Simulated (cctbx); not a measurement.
# MnVCu: precision against data quality

Space group Pnma (no. 62), a = 6.3340 Å, b = 3.6970 Å, c = 6.8190 Å, α = 90.00°, β = 90.00°, γ = 90.00°.

```
atom  mult.       x    y       z  Ueq (Å²)
 Cu1      4  0.6112  1/4  0.0581    0.0065
 Mn1      4  0.5395  1/4  0.6810    0.0072
  V1      4  0.2514  1/4  0.1204    0.0062
```

The model was made for the exercise: a known structure type with other elements put in, its volume estimated, not relaxed; displacement parameters are assumed.

Five simulated data sets (cctbx; Mo Kα, λ = 0.71073 Å; 4 % proportional error) differ in resolution or exposure (noise floor 15 counts in the first three, 8 in the last two). Each is refined with the right model, isotropic at 1.1 Å and anisotropic otherwise. How do the figures of merit and the uncertainties move?

| d min (Å) | top counts | ⟨I/σ⟩ (unmerged, absences included) | unique | param. (scale apart) | Rint | R1 | GooF | largest s.u. xyz (fractional) | s.u. U of V1 (Å²) | largest error (Å) |
| --- | --- | --- | --- | --- | --- | --- | --- | --- | --- | --- |
| 1.1 | 20000 | 11.8 | 76 | 9 | 0.036 | 0.0119 | 0.97 | 0.00020 | 0.0004 | 0.0018 |
| 0.84 | 20000 | 10.6 | 165 | 18 | 0.042 | 0.0124 | 0.90 | 0.00012 | 0.0003 | 0.0008 |
| 0.6 | 20000 | 8.6 | 435 | 18 | 0.048 | 0.0155 | 0.92 | 0.00008 | 0.0002 | 0.0008 |
| 0.75 | 300 | 1.0 | 230 | 18 | 0.449 | 0.0626 | 0.92 | 0.00141 | 0.0033 | 0.0132 |
| 0.75 | 3000 | 5.2 | 230 | 18 | 0.087 | 0.0259 | 0.91 | 0.00025 | 0.0006 | 0.0020 |

The number of reflections grows roughly as 1/d³: 76, 165 and 435 here. R1 follows the noise rather than the truth: at 300 counts it is 0.0626, at 3000 counts 0.0259, while GooF is 0.92 and 0.91: the weights 1/σ² carry the noise. The s.u. of U (U11 where anisotropic) for V1 goes 0.0004, 0.0003, 0.0002 Å² with resolution and 0.0033, 0.0006 Å² with exposure.

Hardware for the 0.6 Å refinement: 0.52 s on 1 thread of Arm Neoverse N1, with other jobs on the host, peak memory 0.09 GiB.

[Logs are printed without paths, hosts, clocks, repeated set-up lines and the standing remarks that a program may print on its own settings, such as how far it seeks lower states.]
